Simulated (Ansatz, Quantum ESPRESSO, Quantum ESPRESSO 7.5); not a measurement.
## Ca(111) with one reversed stacking step (an intrinsic fault): ballistic transmission

How well does the junction conduct in the ballistic limit? It is: Ca(111) with one reversed stacking step (an intrinsic fault).

Main program and level: Quantum ESPRESSO 7.5; plane-wave DFT, LDA, GBRV ultrasoft pseudopotentials (cross-check by Ansatz 0.2.0 with PAW datasets).

### Step 1. The structure

The cell holds 20 atoms: 20 Ca. Its edges and angles: a = 3.903 Å, b = 3.903 Å, c = 63.739 Å, α = 90.0°, β = 90.0°, γ = 60.0°. It derives from Ca. Regions: left lead, 9 atoms (9 Ca); channel, 2 atoms (2 Ca); right lead, 9 atoms (9 Ca). The structure is stacked along c, and the current runs across the ab planes.

### Step 2. Ground state

One periodic cell holds a stretch of lead, the junction and more lead; the atoms stay as built.

scf.in

```
&control
  prefix = 'scf'
  outdir = './out'
  pseudo_dir = './pseudo'
  calculation = 'scf'
  tprnfor = .true.
/
&system
  ibrav = 0
  nat = 20
  ntyp = 1
  ecutwfc = 40
  ecutrho = 200
  occupations = 'smearing'
  smearing = 'mv'
  degauss = 0.01
/
&electrons
  conv_thr = 1e-07
  mixing_beta = 0.25
  electron_maxstep = 120
  mixing_mode = 'local-TF'
/
ATOMIC_SPECIES
  Ca  40.0780  ca_lda_v1.uspp.F.UPF
CELL_PARAMETERS angstrom
  3.90322943214974 0.00000000000000 0.00000000000000
  1.95161471607487 3.38029584504079 0.00000000000000
  0.00000000000000 0.00000000000000 63.73946971853469
ATOMIC_POSITIONS crystal
  Ca  0.000000000000 0.000000000000 0.000000000000
  Ca  0.333333333000 0.333333333000 0.050000000000
  Ca  0.666666667000 0.666666667000 0.100000000000
  Ca  0.000000000000 0.000000000000 0.150000000000
  Ca  0.333333333000 0.333333333000 0.200000000000
  Ca  0.666666667000 0.666666667000 0.250000000000
  Ca  0.000000000000 0.000000000000 0.300000000000
  Ca  0.333333333000 0.333333333000 0.350000000000
  Ca  0.666666667000 0.666666667000 0.400000000000
  Ca  0.333333333000 0.333333333000 0.450000000000
  Ca  0.666666667000 0.666666667000 0.500000000000
  Ca  0.000000000000 0.000000000000 0.550000000000
  Ca  0.333333333000 0.333333333000 0.600000000000
  Ca  0.666666667000 0.666666667000 0.650000000000
  Ca  0.000000000000 0.000000000000 0.700000000000
  Ca  0.333333333000 0.333333333000 0.750000000000
  Ca  0.666666667000 0.666666667000 0.800000000000
  Ca  0.000000000000 0.000000000000 0.850000000000
  Ca  0.333333333000 0.333333333000 0.900000000000
  Ca  0.666666667000 0.666666667000 0.950000000000
K_POINTS automatic
  7 7 1 0 0 0
```

Command:

```
> OMP_NUM_THREADS=1 mpirun -n 4 pw.x -nk 2 -in scf.in > scf.out
```

What it wrote:

```text
Program PWSCF v.7.5 starts
[citation notice left out]

     Parallel version (MPI & OpenMP), running on       4 processor cores
     Number of MPI processes:                 4
     Threads/MPI process:                     1

     MPI processes distributed on     1 nodes
[...]
Current dimensions of program PWSCF are:
     Max number of different atomic species (ntypx) = 10
     Max number of k-points (npk) =  40000
     Max angular momentum in pseudopotentials (lmaxx) =  4
     Message from routine setup:
     using ibrav=0 with symmetry is DISCOURAGED, use correct ibrav instead

     K-points division:     npool     =       2
     R & G space division:  proc/nbgrp/npool/nimage =       2
     Subspace diagonalization in iterative solution of the eigenvalue problem:
     a serial algorithm will be used

     Parallelization info
     --------------------
     sticks:   dense  smooth     PW     G-vecs:    dense   smooth      PW
     Min         372     297     93               135586    96949   15963
     Max         373     298     94               135665    96970   15988
     Sum         745     595    187               271251   193919   31951

     Using Slab Decomposition

     bravais-lattice index     =            0
     lattice parameter (alat)  =       7.3760  a.u.
     unit-cell volume          =    5675.2349 (a.u.)^3
     number of atoms/cell      =           20
     number of atomic types    =            1
     number of electrons       =       200.00
     number of Kohn-Sham states=          120
     kinetic-energy cutoff     =      40.0000  Ry
     charge density cutoff     =     200.0000  Ry
     scf convergence threshold =      1.0E-07
     mixing beta               =       0.2500
     number of iterations used =            8  local-TF  mixing
     Exchange-correlation= SLA  PZ   NOGX NOGC
                           (   1   1   0   0   0   0   0)

     celldm(1)=   7.376035  celldm(2)=   0.000000  celldm(3)=   0.000000
     celldm(4)=   0.000000  celldm(5)=   0.000000  celldm(6)=   0.000000

     crystal axes: (cart. coord. in units of alat)
               a(1) = (   1.000000   0.000000   0.000000 )
               a(2) = (   0.500000   0.866025   0.000000 )
               a(3) = (   0.000000   0.000000  16.329932 )

     reciprocal axes: (cart. coord. in units 2 pi/alat)
               b(1) = (  1.000000 -0.577350  0.000000 )
               b(2) = (  0.000000  1.154701  0.000000 )
               b(3) = (  0.000000  0.000000  0.061237 )

     PseudoPot. # 1 for Ca read from file:
     ./pseudo/ca_lda_v1.uspp.F.UPF
     Pseudo is Ultrasoft + core correction, Zval = 10.0
     Generated by new atomic code, or converted to UPF format
     Using radial grid of  845 points,  6 beta functions with:
                l(1) =   0
                l(2) =   0
                l(3) =   1
                l(4) =   1
                l(5) =   2
                l(6) =   2
     Q(r) pseudized with  8 coefficients,  rinner =    1.500   1.500   1.500
                                                       1.500   1.500

     atomic species   valence    mass     pseudopotential
     Ca               10.00    40.07800     Ca( 1.00)

      6 Sym. Ops. (no inversion) found

   Cartesian axes

     site n.     atom                  positions (alat units)
         1        Ca     tau(   1) = (   0.0000000   0.0000000   0.0000000  )
         2        Ca     tau(   2) = (   0.5000000   0.2886751   0.8164966  )
         3        Ca     tau(   3) = (   1.0000000   0.5773503   1.6329932  )
         4        Ca     tau(   4) = (   0.0000000   0.0000000   2.4494897  )
         5        Ca     tau(   5) = (   0.5000000   0.2886751   3.2659863  )
         6        Ca     tau(   6) = (   1.0000000   0.5773503   4.0824829  )
         7        Ca     tau(   7) = (   0.0000000   0.0000000   4.8989795  )
         8        Ca     tau(   8) = (   0.5000000   0.2886751   5.7154761  )
         9        Ca     tau(   9) = (   1.0000000   0.5773503   6.5319726  )
        10        Ca     tau(  10) = (   0.5000000   0.2886751   7.3484692  )
        11        Ca     tau(  11) = (   1.0000000   0.5773503   8.1649658  )
        12        Ca     tau(  12) = (   0.0000000   0.0000000   8.9814624  )
        13        Ca     tau(  13) = (   0.5000000   0.2886751   9.7979590  )
        14        Ca     tau(  14) = (   1.0000000   0.5773503  10.6144556  )
        15        Ca     tau(  15) = (   0.0000000   0.0000000  11.4309521  )
        16        Ca     tau(  16) = (   0.5000000   0.2886751  12.2474487  )
        17        Ca     tau(  17) = (   1.0000000   0.5773503  13.0639453  )
        18        Ca     tau(  18) = (   0.0000000   0.0000000  13.8804419  )
        19        Ca     tau(  19) = (   0.5000000   0.2886751  14.6969385  )
        20        Ca     tau(  20) = (   1.0000000   0.5773503  15.5134350  )

     number of k points=     8  Marzari-Vanderbilt smearing, width (Ry)=  0.0100
                       cart. coord. in units 2pi/alat
        k(    1) = (   0.0000000   0.0000000   0.0000000), wk =   0.0408163
        k(    2) = (   0.0000000   0.1649572   0.0000000), wk =   0.2448980
        k(    3) = (   0.0000000   0.3299144   0.0000000), wk =   0.2448980
        k(    4) = (   0.0000000   0.4948717   0.0000000), wk =   0.2448980
        k(    5) = (   0.1428571   0.2474358   0.0000000), wk =   0.2448980
        k(    6) = (   0.1428571   0.4123930   0.0000000), wk =   0.4897959
        k(    7) = (   0.1428571  -0.5773503   0.0000000), wk =   0.2448980
        k(    8) = (   0.2857143  -0.6598289   0.0000000), wk =   0.2448980

     Dense  grid:   271251 G-vectors     FFT dimensions: (  36,  36, 576)

     Smooth grid:   193919 G-vectors     FFT dimensions: (  30,  30, 486)

     Estimated max dynamical RAM per process >     513.93 MB

     Estimated total dynamical RAM >       1.94 GB

     Check: negative core charge=   -0.000001

     Initial potential from superposition of free atoms

     starting charge     199.9054, renormalised to     200.0000
     Starting wfcs are  200 randomized atomic wfcs

     total cpu time spent up to now is        9.0 secs

     per-process dynamical memory:   255.5 Mb

     Self-consistent Calculation

     iteration #  1     ecut=    40.00 Ry     beta= 0.25
     Davidson diagonalization with overlap
     ethr =  1.00E-02,  avg # of iterations =  3.4

     Threshold (ethr) on eigenvalues was too large:
     Diagonalizing with lowered threshold

     Davidson diagonalization with overlap
     ethr =  4.10E-05,  avg # of iterations = 13.9

[...]
-18.0061 -18.0047 -18.0030 -18.0013 -17.9994 -17.9992 -17.9987 -17.9987
   -17.9977 -17.9966 -17.9961 -17.9958 -17.9952 -17.9935 -17.9928 -17.9916
   -17.9906 -17.9896 -17.9879 -17.9875 -17.9854 -17.9854 -17.9833 -17.9829
   -17.9814 -17.9797 -17.9796 -17.9781 -17.9772 -17.9767 -17.9766 -17.9748
     1.0939   1.1349   1.1455   1.2624   1.2674   1.4690   1.4706   1.7492
     1.7499   2.0962   2.0966   2.4985   2.4998   2.9413   2.9433   3.4021
     3.4039   3.8344   3.8422   4.0841   4.7325   4.9288   4.9507   5.2505
     5.2870   5.5545   5.6007   5.8265   5.8736   6.0677   6.1067   6.2804
     6.3062   6.4540   6.4795   6.5403   6.5861   6.5957   6.6026   6.6224

          k = 0.0000 0.3299 0.0000 ( 24295 PWs)   bands (ev):

   -36.8450 -36.8402 -36.8235 -36.8234 -36.8118 -36.8118 -36.8110 -36.8105
   -36.8098 -36.8090 -36.8082 -36.8073 -36.8063 -36.8053 -36.8044 -36.8035
   -36.8027 -36.8020 -36.8015 -36.8013 -18.1131 -18.1096 -18.0960 -18.0902
   -18.0885 -18.0872 -18.0848 -18.0814 -18.0795 -18.0788 -18.0779 -18.0772
   -18.0735 -18.0715 -18.0689 -18.0653 -18.0602 -18.0576 -18.0555 -18.0550
   -18.0511 -18.0482 -18.0475 -18.0469 -18.0458 -18.0454 -18.0390 -18.0342
   -18.0324 -18.0299 -18.0221 -18.0196 -18.0191 -18.0182 -18.0148 -18.0134
   -18.0124 -18.0110 -18.0101 -18.0095 -18.0077 -18.0067 -18.0056 -18.0033
   -18.0033 -18.0008 -17.9995 -17.9983 -17.9957 -17.9955 -17.9932 -17.9915
   -17.9909 -17.9888 -17.9877 -17.9870 -17.9858 -17.9851 -17.9847 -17.9829
     1.9661   2.0029   2.0151   2.1153   2.1275   2.3002   2.3124   2.5552
     2.5631   2.8719   2.8735   3.2290   3.2438   3.6215   3.6490   4.0337
     4.0639   4.4477   4.4569   4.7985   4.8480   5.0792   5.2183   5.3045
     5.4771   5.5318   5.6183   5.6442   5.6566   5.7006   5.7316   5.7410
     5.7692   5.7827   5.8488   5.8625   5.8822   5.9312   5.9576   5.9744

          k = 0.0000 0.4949 0.0000 ( 24173 PWs)   bands (ev):

   -36.8405 -36.8377 -36.8200 -36.8200 -36.8079 -36.8079 -36.8057 -36.8054
   -36.8050 -36.8045 -36.8041 -36.8036 -36.8030 -36.8025 -36.8019 -36.8013
   -36.8008 -36.8004 -36.8001 -36.8000 -18.1416 -18.1361 -18.1188 -18.1145
   -18.1120 -18.1102 -18.1089 -18.1060 -18.1048 -18.1040 -18.1025 -18.1007
   -18.0988 -18.0966 -18.0951 -18.0930 -18.0911 -18.0899 -18.0879 -18.0856
   -18.0707 -18.0573 -18.0503 -18.0458 -18.0448 -18.0433 -18.0385 -18.0366
   -18.0326 -18.0293 -18.0292 -18.0274 -18.0258 -18.0242 -18.0231 -18.0230
   -18.0215 -18.0215 -18.0210 -18.0195 -18.0190 -18.0175 -18.0151 -18.0150
   -18.0125 -18.0101 -18.0098 -18.0069 -18.0052 -18.0041 -18.0013 -18.0002
   -17.9987 -17.9964 -17.9959 -17.9944 -17.9930 -17.9927 -17.9923 -17.9907
     3.2150   3.2364   3.2724   3.2974   3.3674   3.4186   3.5044   3.5971
     3.6752   3.8267   3.8691   4.0729   4.0953   4.2706   4.3775   4.4438
     4.5712   4.6021   4.6466   4.6691   4.7761   4.8009   4.8227   4.8680
     4.9471   4.9929   5.0607   5.1119   5.1674   5.2077   5.2802   5.3044
     5.3258   5.3453   5.3760   5.4073   5.4365   5.4797   5.5033   5.5253

          k = 0.1429 0.2474 0.0000 ( 24355 PWs)   bands (ev):

   -36.8465 -36.8411 -36.8247 -36.8246 -36.8131 -36.8131 -36.8126 -36.8121
   -36.8114 -36.8104 -36.8095 -36.8085 -36.8074 -36.8064 -36.8053 -36.8043
   -36.8034 -36.8027 -36.8022 -36.8019 -18.1145 -18.1013 -18.0915 -18.0898
   -18.0889 -18.0848 -18.0842 -18.0784 -18.0773 -18.0715 -18.0689 -18.0647
   -18.0637 -18.0594 -18.0549 -18.0499 -18.0463 -18.0459 -18.0417 -18.0407
   -18.0403 -18.0384 -18.0371 -18.0364 -18.0345 -18.0334 -18.0322 -18.0313
   -18.0308 -18.0253 -18.0250 -18.0181 -18.0171 -18.0157 -18.0154 -18.0092
   -18.0083 -18.0074 -18.0062 -18.0057 -18.0049 -18.0032 -18.0014 -18.0001
   -17.9994 -17.9975 -17.9960 -17.9955 -17.9943 -17.9933 -17.9932 -17.9927
   -17.9925 -17.9922 -17.9921 -17.9907 -17.9864 -17.9826 -17.9798 -17.9782
     1.6864   1.7253   1.7358   1.8453   1.8502   2.0398   2.0410   2.3037
     2.3040   2.6307   2.6310   3.0106   3.0110   3.4289   3.4294   3.8659
     3.8660   4.2932   4.2976   4.6260   4.7945   5.0738   5.0826   5.3668
     5.3821   5.5975   5.6085   5.7582   5.7604   5.8758   5.8813   5.9789
     6.0007   6.0228   6.0891   6.0992   6.1039   6.1086   6.1195   6.1350

          k = 0.1429 0.4124 0.0000 ( 24223 PWs)   bands (ev):

   -36.8416 -36.8382 -36.8208 -36.8208 -36.8087 -36.8087 -36.8070 -36.8067
   -36.8062 -36.8056 -36.8051 -36.8044 -36.8038 -36.8031 -36.8024 -36.8018
   -36.8012 -36.8007 -36.8003 -36.8002 -18.1242 -18.1208 -18.1042 -18.1003
   -18.0946 -18.0937 -18.0918 -18.0913 -18.0911 -18.0889 -18.0877 -18.0861
   -18.0849 -18.0826 -18.0807 -18.0791 -18.0763 -18.0755 -18.0726 -18.0717
   -18.0707 -18.0647 -18.0621 -18.0594 -18.0549 -18.0507 -18.0452 -18.0430
   -18.0375 -18.0345 -18.0324 -18.0318 -18.0299 -18.0262 -18.0233 -18.0228
   -18.0221 -18.0211 -18.0195 -18.0193 -18.0183 -18.0179 -18.0168 -18.0158
   -18.0142 -18.0135 -18.0113 -18.0106 -18.0085 -18.0070 -18.0058 -18.0035
   -18.0034 -18.0017 -17.9999 -17.9976 -17.9942 -17.9910 -17.9886 -17.9872
     2.7626   2.7948   2.8092   2.8905   2.9097   3.0513   3.0720   3.2748
     3.2893   3.5529   3.5547   3.8515   3.8796   4.1684   4.2291   4.4818
     4.5670   4.7602   4.8324   4.9250   5.1999   5.2325   5.2391   5.2536
     5.2921   5.3205   5.3329   5.3747   5.3881   5.4156   5.4311   5.4610
     5.4958   5.5257   5.5761   5.6019   5.6268   5.6298   5.6932   5.7054

[...]
the Fermi energy is     4.8511 ev

!    total energy              =   -1498.12359347 Ry
     estimated scf accuracy    <          7.0E-09 Ry
     smearing contrib. (-TS)   =      -0.00531941 Ry
     internal energy E=F+TS    =   -1498.11827405 Ry

     The total energy is F=E-TS. E is the sum of the following terms:
     one-electron contribution =    -784.84145970 Ry
     hartree contribution      =     397.75027077 Ry
     xc contribution           =    -231.97095286 Ry
     ewald contribution        =    -879.05613226 Ry

     convergence has been achieved in  12 iterations

     Forces acting on atoms (cartesian axes, Ry/au):

     atom    1 type  1   force =     0.00000000    0.00000000   -0.00000016
     atom    2 type  1   force =     0.00000000    0.00000000   -0.00000173
     atom    3 type  1   force =     0.00000000    0.00000000   -0.00000593
     atom    4 type  1   force =     0.00000000    0.00000000   -0.00000637
     atom    5 type  1   force =     0.00000000    0.00000000   -0.00001432
     atom    6 type  1   force =     0.00000000    0.00000000    0.00000191
     atom    7 type  1   force =     0.00000000    0.00000000   -0.00010256
     atom    8 type  1   force =     0.00000000    0.00000000   -0.00047672
     atom    9 type  1   force =     0.00000000    0.00000000   -0.00046402
     atom   10 type  1   force =     0.00000000    0.00000000    0.00046390
     atom   11 type  1   force =     0.00000000    0.00000000    0.00047436
     atom   12 type  1   force =     0.00000000    0.00000000    0.00010700
     atom   13 type  1   force =     0.00000000    0.00000000   -0.00000251
     atom   14 type  1   force =     0.00000000    0.00000000    0.00001363
     atom   15 type  1   force =     0.00000000    0.00000000    0.00000673
     atom   16 type  1   force =     0.00000000    0.00000000    0.00000423
     atom   17 type  1   force =     0.00000000    0.00000000    0.00000601
     atom   18 type  1   force =     0.00000000    0.00000000   -0.00000212
     atom   19 type  1   force =     0.00000000    0.00000000    0.00000173
     atom   20 type  1   force =     0.00000000    0.00000000   -0.00000305

     Total force =     0.000952     Total SCF correction =     0.000052

[...]
=------------------------------------------------------------------------------=
   JOB DONE.
=------------------------------------------------------------------------------=
```

It took 3.8 min on 4 MPI ranks of Arm Neoverse V2, shared host; peak memory 2 GiB; 15 min of CPU time.

Numbers from this step:

```
free energy  : -20383.0099 eV
Fermi energy : 4.851 eV
```

The program's own clock; routines nest. Time by routine:

| routine | wall time (s) | calls |
| --- | --- | --- |
| PWSCF | 229.7 | 1 |
| electrons | 217.1 | 1 |
| c_bands | 188.4 | 13 |
| cegterg | 171.9 | 52 |
| h_psi | 101.4 | 296 |
| fftw | 64.93 | 36378 |
| vloc_psi | 58.13 | 296 |
| calbec | 32.36 | 364 |
| sum_band | 24.52 | 13 |
| add_vuspsi | 21.2 | 296 |
| h_psi:calbec | 21.19 | 296 |
| s_psi | 21.14 | 296 |
| init_run | 8.98 | 1 |
| wfcinit | 8.51 | 1 |

The run needed 12 iterations to bring the estimated error under 1e-07 Ry; the largest force on any atom, held or free, is 0.01 eV/Å.

[end of part 1 of 3]

[Logs are printed without paths, hosts, clocks, repeated set-up lines and the standing remarks that a program may print on its own settings, such as how far it seeks lower states.]

[Hosts, paths, dates, database ids (printed as entryN), source tags and the programs' standing remarks are cut or masked in the printed files.]

[Maps of the electrostatic potential energy from Ansatz leave out the sawtooth potential of an applied field or a dipole correction, so their vacuum need not be flat; planar profiles and work functions include it.]
